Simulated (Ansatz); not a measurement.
# Direct or indirect: MoS2 (R3m)

```cif
data_structure
_symmetry_space_group_name_H-M 'R3m:H'
_symmetry_Int_Tables_number 160
_cell_length_a 3.1600
_cell_length_b 3.1600
_cell_length_c 18.4500
_cell_angle_alpha 90.000
_cell_angle_beta 90.000
_cell_angle_gamma 120.000
_cell_volume 159.55
loop_
_atom_site_label
_atom_site_type_symbol
_atom_site_symmetry_multiplicity
_atom_site_Wyckoff_symbol
_atom_site_fract_x
_atom_site_fract_y
_atom_site_fract_z
_atom_site_occupancy
Mo1 Mo 3 a 0.00000 0.00000 0.00000 1
S1 S 3 a 0.33333 0.66667 0.08367 1
S2 S 3 a 0.00000 0.00000 0.25000 1
```

Method: Ansatz, PBE, independent particles, without spin-orbit coupling, line width 0.15 eV (Gaussian). The band structure gives a fundamental gap of 0.93 eV. The spectrum of vertical transitions near the edge:

```tsv
E (eV)	Im ε, E ∥ xy	Im ε, E ∥ z
0.48	0.00	0.00
0.60	0.00	0.00
0.72	0.00	0.00
0.84	0.00	0.00
0.96	0.00	0.00
1.08	0.00	0.00
1.20	0.00	0.00
1.32	0.00	0.00
1.44	0.05	0.00
1.56	0.73	0.00
1.68	3.42	0.00
1.80	6.77	0.01
1.92	7.78	0.03
2.04	7.65	0.05
2.16	7.93	0.17
2.28	10.12	0.85
2.40	15.68	2.95
2.52	23.37	5.04
2.64	28.96	5.20
2.76	32.16	4.59
2.88	33.43	4.11
3.00	30.87	3.89
```

(1) Is the gap direct or indirect, and about where do vertical transitions set in?

Results:

(1) Indirect, by the band path, whose least direct gap is 1.72 eV. The curves fit this: they stay near zero above 0.93 eV and rise only from about 1.7 eV, though a forbidden direct transition would look alike. Lines are broadened by 0.15 eV, which spreads the edge, and phonons, which would give weak absorption from the fundamental gap up, are left out.

[Logs are printed without paths, hosts, clocks, repeated set-up lines and the standing remarks that a program may print on its own settings, such as how far it seeks lower states.]
